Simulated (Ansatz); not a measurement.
# KMgF3 (model cell, started as cubic perovskite with Mg in the octahedra): phonons and vibrational spectra

Aim: the phonons of KMgF3 (model cell, started as cubic perovskite with Mg in the octahedra) at a cell relaxed beforehand at this level. After the zone centre comes a 4×4×4 q mesh on a 8×8×8 k mesh.

Main program and level: Ansatz 0.2.0; DFT PBEsol, scalar-relativistic, plane waves, PAW; PAW set soft_1.

## Step 1: Starting point

Symmetry: Pm-3m, No. 221, cubic system. The conventional cell has a = 3.992 Å, b = 3.992 Å, c = 3.992 Å, α = 90.00°, β = 90.00°, γ = 90.00°. Nearest to K lie 12 F at 2.82 Å. Mg has 6 F at 2.00 Å nearest. Nearest to F lie 2 Mg at 2.00 Å and 4 K at 2.82 Å. Farther neighbours and most contacts between anions are not listed.

## Step 2: Modes at Γ

The cell comes from relaxations at this level that are not shown. The zone centre comes first: it holds the modes that light can see, as far as symmetry allows. The response to a homogeneous field gives the Born charges and the dielectric tensor.

Input file input.yaml:

```yaml
crystal:
  lattice:
    - [3.9922685155, 0.0, 0.0]
    - [0.0, 3.9922685155, 0.0]
    - [0.0, 0.0, 3.9922685155]
  atoms:
    - { symbol: K, position: [0.0, 0.0, 0.0] }
    - { symbol: Mg, position: [0.5, 0.5, 0.5] }
    - { symbol: F, position: [0.5, 0.5, 0.0] }
    - { symbol: F, position: [0.5, 0.0, 0.5] }
    - { symbol: F, position: [0.0, 0.5, 0.5] }
kpoints:
  mp_grid: { grid: [8, 8, 8] }
hamiltonian:
  xc: pbesol
  pseudopotentials: { kind: paw, azcp: { folder: soft_1 }, xc_functional: pbe }
scf:
  occupations: { method: fixed }
output:
  eigenvalues: true
phonons:
  method: dfpt
  dielectric: true
  rigid_motions: translations
```

Launch:

```
> ansatz run input.yaml --threads 4 --pin off --max-ram 16384MiB --backend cpu --events-out ev --progress --plain --runs-dir out
```

Numbers of over 12 decimals in the logs are rounded to 6 here.

The program printed:

```text
Engine: ansatz 0.2.0, aarch64-unknown-linux-gnu
Pseudopotentials: kind: paw
Pseudopotential: K, paw, valence charge 9, recommended cutoff 420 eV (normal), soft_1/K.paw.azcp
Pseudopotential: Mg, paw, valence charge 10, recommended cutoff 420 eV (normal), soft_1/Mg.paw.azcp
Pseudopotential: F, paw, valence charge 7, recommended cutoff 420 eV (normal), soft_1/F.paw.azcp
Functional definition: PBEsol
  exchange = pbesol_x
  correlation = pbesol_c
Crystal: 5 atoms, lattice volume = 63.630 Å³
Basis set: ecut = 420 eV, 1237 PW (Γ), exchange–correlation on 54×54×54 points (8 copies of the dense FFT grid, shifted against one another)
Bands: 25, of which v1, the nominal top of the filled ones, is band 20 counted from 1 (19 counted from 0)
Symmetry: 48 space group operations
k-points: 170 of 512 (irreducible under 2 space group operations, time reversal used)
Non-local potential: K, projectors of the file, l = 0: 3, l = 1: 2, l = 2: 2
Non-local potential: Mg, projectors of the file, l = 0: 3, l = 1: 2, l = 2: 1
Non-local potential: F, projectors of the file, l = 0: 2, l = 1: 2, l = 2: 1
PAW form: soft (Blöchl's): semilocal exchange-correlation on the pseudo side does not see the compensation charge
PAW frozen core: K, regenerated for the run's functional, and the local potential with it (the file was generated under x = pbe(κ = 0.804, μ = 0.219515), c = pbe(β = 0.066725))
PAW frozen core: Mg, regenerated for the run's functional, and the local potential with it (the file was generated under x = pbe(κ = 0.804, μ = 0.219515), c = pbe(β = 0.066725))
PAW frozen core: F, regenerated for the run's functional, and the local potential with it (the file was generated under x = pbe(κ = 0.804, μ = 0.219515), c = pbe(β = 0.066725))
PAW one-centre angular grid: K, 110 points (default); XC on 64 Gauss nodes
PAW one-centre angular grid: Mg, 110 points (default); XC on 64 Gauss nodes
PAW one-centre angular grid: F, 110 points (default); XC on 64 Gauss nodes
Initial density: superposition of atomic densities (chi_scale 0.1, normalization cell, long waves kept (reshape's long-wave potential 0.00 eV rms))
Initial wavefunctions: pseudopotential atomic-orbital guess
Functional: x = pbesol(κ = 0.804, μ = 0.123457), c = pbesol(β = 0.046)
SCF iter   1: F=—  HF=-5841.200811 eV  |F-HF|=—  |Δ(HF+E_count)|=         —  Δρ=1.50e-1  dr2=1.13e1  ethr=3.10e-3  ⟨swp⟩=4.1  Hψ=18694  notcnv=0  defer=199
preconditioner: auto → Resta (q_TF=auto, 2.525 Å⁻¹)  ε∞=3.7  [insulator: Δε(μ)=4.522 eV  Ē_g=15.647 eV  n_scr=18 (ndim 8)  ℏωp=25.5 eV  f_vac=0.000  ε∞_Penn≈3.7]
SCF iter   2: F=—  HF=-5837.830027 eV  |F-HF|=—  |Δ(HF+E_count)|=    3.37e0  Δρ=4.96e-2  dr2=1.22e0  ethr=3.10e-3  ⟨swp⟩=3.2  Hψ=10123  notcnv=0  defer=436
SCF iter   3: F=—  HF=-5837.577590 eV  |F-HF|=—  |Δ(HF+E_count)|=   2.52e-1  Δρ=2.11e-2  dr2=3.38e-1  ethr=3.06e-3  ⟨swp⟩=2.5  Hψ=7208  notcnv=0  defer=308
SCF iter   4: F=—  HF=-5837.497655 eV  |F-HF|=—  |Δ(HF+E_count)|=   7.99e-2  Δρ=5.00e-3  dr2=1.37e-2  ethr=8.46e-4  ⟨swp⟩=3.1  Hψ=7763  notcnv=0  defer=473
SCF iter   5: F=—  HF=-5837.500127 eV  |F-HF|=—  |Δ(HF+E_count)|=   2.47e-3  Δρ=1.13e-3  dr2=4.42e-4  ethr=3.43e-5  ⟨swp⟩=2.6  Hψ=8270  notcnv=0  defer=492
SCF iter   6: F=—  HF=-5837.500368 eV  |F-HF|=—  |Δ(HF+E_count)|=   2.42e-4  Δρ=2.46e-4  dr2=2.60e-5  ethr=1.10e-6  ⟨swp⟩=2.0  Hψ=8097  notcnv=0  defer=492
SCF iter   7: F=—  HF=-5837.500399 eV  |F-HF|=—  |Δ(HF+E_count)|=   3.06e-5  Δρ=3.64e-5  dr2=4.64e-7  ethr=6.49e-8  ⟨swp⟩=2.0  Hψ=7658  notcnv=0  defer=480
SCF iter   8: F=—  HF=-5837.500400 eV  |F-HF|=—  |Δ(HF+E_count)|=   7.20e-7  Δρ=5.37e-6  dr2=1.84e-8  ethr=1.16e-9  ⟨swp⟩=2.0  Hψ=7444  notcnv=0  defer=309
SCF iter   9: F=—  HF=-5837.500400 eV  |F-HF|=—  |Δ(HF+E_count)|=   2.38e-8  Δρ=8.73e-7  dr2=3.89e-10  ethr=4.60e-11  ⟨swp⟩=2.0  Hψ=7216  notcnv=0  defer=309
SCF iter  10: F=-5837.500400 eV  HF=-5837.500400 eV  |F-HF|=9.09e-13  |Δ(HF+E_count)|=  5.51e-10  Δρ=1.61e-7  dr2=9.89e-12  ethr=1.00e-12  ⟨swp⟩=12.8  Hψ=28717  notcnv=0
SCF 1 converged in 10 iterations: F = -5837.500400 eV  dr2 = 9.89e-12
  greatest PAW one-centre occupation: 1.000 electrons in one spin orbital (limit 2), on the Mg atom at site 1 (counted from 0), in its partial waves of l = 0
DFPT response loops at Γ: preconditioner auto → none (the input reference at scf.mixing.eps_inf says where Resta's filter doesn't serve); β = 0.50; Broyden in place of MSR1
SCF converged after 10 iterations
Free energy (F): -5837.500400 eV
Harris-Foulkes:  -5837.500400 eV  (|F-HF|=9.09e-13)
Internal energy: -5837.500400 eV  (E = F + TS)
E sigma→0 (E₀):  -5837.500400 eV
Fermi energy:    2.670955 eV
--- Per-component energies (eV) ---
  E_band       = -503.657386
  E_kinetic    = 922.161875
  E_local      = -3842.946063  (includes V_loc(G=0)·N_el)
  E_nonlocal   = 471.186710
  E_hartree    = 1365.907870
  E_xc         = -390.567309
  E_vxc        = -495.886592  (∫ρ·V_xc dr)
  E_paw        = -1646.243578  (= ΣΔE_a)
  E_vpaw       = -289.991223  (= ΣTr[D̂ρ^β])
  E_aug_tail   = 0.001985  (compensation charges beyond the density's cutoff)
  E_ewald      = -2717.295965
  E_core_change = 0.294076  (= ΣΔE_core)
  E_smearing   = -0.000000  (= −TS)
  E_closure    = -0.000000  (closes the sum)
  Σ components = -5837.500400   (vs F -5837.500400, Δ=0.00e0)
--- Band table (eV; the first three rows and the last of 170) ---
  k-point 0: bands = [... 16 lower, 2.0418, 2.3479, 2.3479, 2.3479, 9.7816, 12.6216, 12.6216, 14.7788, ... 1 higher]
  k-point 1: bands = [... 16 lower, 2.0085, 2.1938, 2.3165, 2.3165, 10.0613, 12.7648, 12.7889, 14.8528, ... 1 higher]
  k-point 2: bands = [... 16 lower, 1.9258, 1.9258, 2.2420, 2.2420, 10.8028, 13.1231, 13.1745, 15.0491, ... 1 higher]
  k-point 169: bands = [... 16 lower, 1.5580, 2.6710, 2.6710, 2.6710, 12.9744, 12.9744, 12.9744, 16.4502, ... 1 higher]
--- Phonons (Γ-DFPT): 4 representative perturbations + reference, on 170 of 512 k-points (Σ response iterations 12) ---
  k mesh reduced under 2 symmetry operations, with k and −k counted as one. Each operation leaves every solved perturbation unchanged. A smaller set is not considered because the run solves the response to a homogeneous field
  ASR residual: 1.131e-3 → 0.000e0 eV/Å²; symmetrization residual: 3.752e-6 eV/Å²
  ASR residual per site (eV/Å²): 6.90e-5 1.13e-3 1.81e-4 1.81e-4 1.81e-4
  Γ frequencies (cm⁻¹): 0.00 0.00 0.00 142.08 142.08 142.08 180.36 180.36 180.36 281.02 281.02 281.02 461.30 461.30 461.30
  ε∞ (high-frequency dielectric tensor):
        2.118086     0.000000     0.000000
        0.000000     2.118086     0.000000
        0.000000     0.000000     2.118086
  ε⁰ (static dielectric tensor: ions relaxed, cell fixed):
        7.082319     0.000000     0.000000
        0.000000     7.082319    -0.000000
        0.000000    -0.000000     7.082319
  ε⁰ − ε∞ (ionic part):
        4.964233     0.000000     0.000000
        0.000000     4.964233    -0.000000
        0.000000    -0.000000     4.964233
  softest optical mode at Γ: 142.08 cm⁻¹; the repairs (sum rule, projections) moved no ω² at Γ by more than (3.67 cm⁻¹)²
  Born effective charges Z* (e; rows j = field, columns β = displacement):
    site 0:
         1.18982    0.00000    0.00000
        -0.00000    1.18982    0.00000
         0.00000    0.00000    1.18982
    site 1:
         2.00240    0.00000    0.00000
        -0.00000    2.00240    0.00000
         0.00000    0.00000    2.00240
    site 2:
        -0.95794    0.00000    0.00000
         0.00000   -0.95794    0.00000
         0.00000    0.00000   -1.27635
    site 3:
        -0.95794    0.00000    0.00000
        -0.00000   -1.27635    0.00000
         0.00000    0.00000   -0.95794
    site 4:
        -1.27635    0.00000    0.00000
         0.00000   -0.95794    0.00000
         0.00000    0.00000   -0.95794
  Z* charge neutrality: 1.901e-5 e pre-enforcement
  k-mesh period / interband length: 31.9 Å / 0.87 Å = 36.90 at k = (0.0000, 0.0000, 0.0000), direct gap 7.434 eV — 14 or more, which is no proof of convergence
  optical modes at Γ without the LO–TO term, one row a degenerate level:
      ω (cm⁻¹)  modes    IR ((D/Å)²/amu)
        142.08      3             5.5097
        180.36      3             0.0000
        281.02      3             9.1060
        461.30      3            11.9292
  optical modes at Γ + LO–TO along q̂ = [1.0000, 0.0000, 0.0000]:
      ω (cm⁻¹)  modes    IR ((D/Å)²/amu)
        142.08      2             3.6732
        180.00      1             0.2885
        180.36      3             0.0000
        281.02      2             6.0706
        339.00      1             1.3452
        461.30      2             7.9528
        551.96      1             7.2146
  optical modes at Γ + LO–TO along q̂ = [0.0000, 1.0000, 0.0000]:
      ω (cm⁻¹)  modes    IR ((D/Å)²/amu)
        142.08      2             3.6732
        180.00      1             0.2885
        180.36      3             0.0000
        281.02      2             6.0706
        339.00      1             1.3452
        461.30      2             7.9528
        551.96      1             7.2146
  optical modes at Γ + LO–TO along q̂ = [0.0000, 0.0000, 1.0000]:
      ω (cm⁻¹)  modes    IR ((D/Å)²/amu)
        142.08      2             3.6732
        180.00      1             0.2885
        180.36      3             0.0000
        281.02      2             6.0706
        339.00      1             1.3452
        461.30      2             7.9528
        551.96      1             7.2146
```

The job ended after 43 s (4 threads of Arm Neoverse V2, shared host; peak memory 1.2 GiB).

This step gave:

- gap on the k-mesh: 7.111 eV
- volume per atom: 12.73 Å³
- sum-rule residual before enforcement: 0.001131 eV/Å²
- miss of the charge sum rule: 1.90e-5 e
- point group: m-3m
- highest optical mode at the zone centre (no LO-TO term): 461.3 cm⁻¹
- lowest optical zone-centre mode: 142.1 cm⁻¹
- mean high-frequency dielectric constant: 2.118
- largest Born charge (third of the trace): 2.002 e
- mean static dielectric constant: 7.082
- top of the zone-centre spectrum with the field: 552.0 cm⁻¹

Without the LO-TO term. Patterns of degenerate modes are one choice out of their space. The modes at Γ (shares of kinetic energy by element, %):

```csv
mode,frequency (cm⁻¹),symmetry,K %,Mg %,F %
1,0.0,acoustic,32,20,47
2,0.0,acoustic,32,20,47
3,0.0,acoustic,32,20,47
4,142.1,T1u,67,5,28
5,142.1,T1u,67,5,28
6,142.1,T1u,67,5,28
7,180.4,T2u,0,0,100
8,180.4,T2u,0,0,100
9,180.4,T2u,0,0,100
10,281.0,T1u,1,44,55
11,281.0,T1u,1,44,55
12,281.0,T1u,1,44,55
13,461.3,T1u,0,31,69
14,461.3,T1u,0,31,69
15,461.3,T1u,0,31,69
```

Displacements in mode 5 (142.1 cm⁻¹), the largest set to 1:
```
K1  -0.01  1.00 -0.96
Mg2  0.01 -0.35  0.34
F3   0.01 -0.58  0.43
F4   0.01 -0.45  0.56
F5   0.01 -0.58  0.56
```

Displacements in mode 11 (281.0 cm⁻¹), the largest set to 1:
```
K1   0.00 -0.11  0.11
Mg2  0.02  1.00 -0.96
F3  -0.02 -0.80 -0.53
F4  -0.02  0.56  0.77
F5   0.01 -0.80  0.77
```

Optical modes at the zone centre, without and with the macroscopic field of the longitudinal modes; each column is sorted by frequency, so a row need not hold one and the same mode. Modes with and without the field, by row:

```csv
rank among optical modes,no field (cm⁻¹),"q along (1, 0, 0) (cm⁻¹)"
1,142.1,142.1
2,142.1,142.1
3,142.1,180
4,180.4,180.4
5,180.4,180.4
6,180.4,180.4
7,281,281
8,281,281
9,281,339
10,461.3,461.3
11,461.3,461.3
12,461.3,552
```

Born charge (rows field, columns displacement) (e), principal values of the symmetric part by kind of site:

```csv
atom,atoms with these values,low,middle,high,mean
K1,1,1.19,1.19,1.19,1.19
Mg2,1,2.00,2.00,2.00,2.00
F3,3,-1.28,-0.96,-0.96,-1.06
```

In full for Mg2:

```
2.00 0.00 0.00
0.00 2.00 0.00
0.00 0.00 2.00
```

High-frequency dielectric tensor:

```
2.12 0.00 0.00
0.00 2.12 0.00
0.00 0.00 2.12
```

Static dielectric tensor (ions relaxed, fixed cell):

```
7.08 0.00 0.00
0.00 7.08 0.00
0.00 0.00 7.08
```

Transverse modes. Infrared lines, with heights relative to the strongest:

```csv
position (cm⁻¹),label,relative intensity
142,T1u,46
180,T2u,0.0
281,T1u,76
461,T1u,100
```

Before it was imposed, the acoustic sum rule was missed by 0.0011 eV/Å² and the charge sum rule by 1.9e-5 e. Small misses are needed for a sound result but don't prove that mesh and cutoff are converged. The lowest optical mode is real, 142 cm⁻¹.

[end of part 1 of 2]

[Logs are printed without paths, hosts, clocks, repeated set-up lines and the standing remarks that a program may print on its own settings, such as how far it seeks lower states.]

[Hosts, paths, dates, database ids (printed as entryN), source tags and the programs' standing remarks are cut or masked in the printed files.]
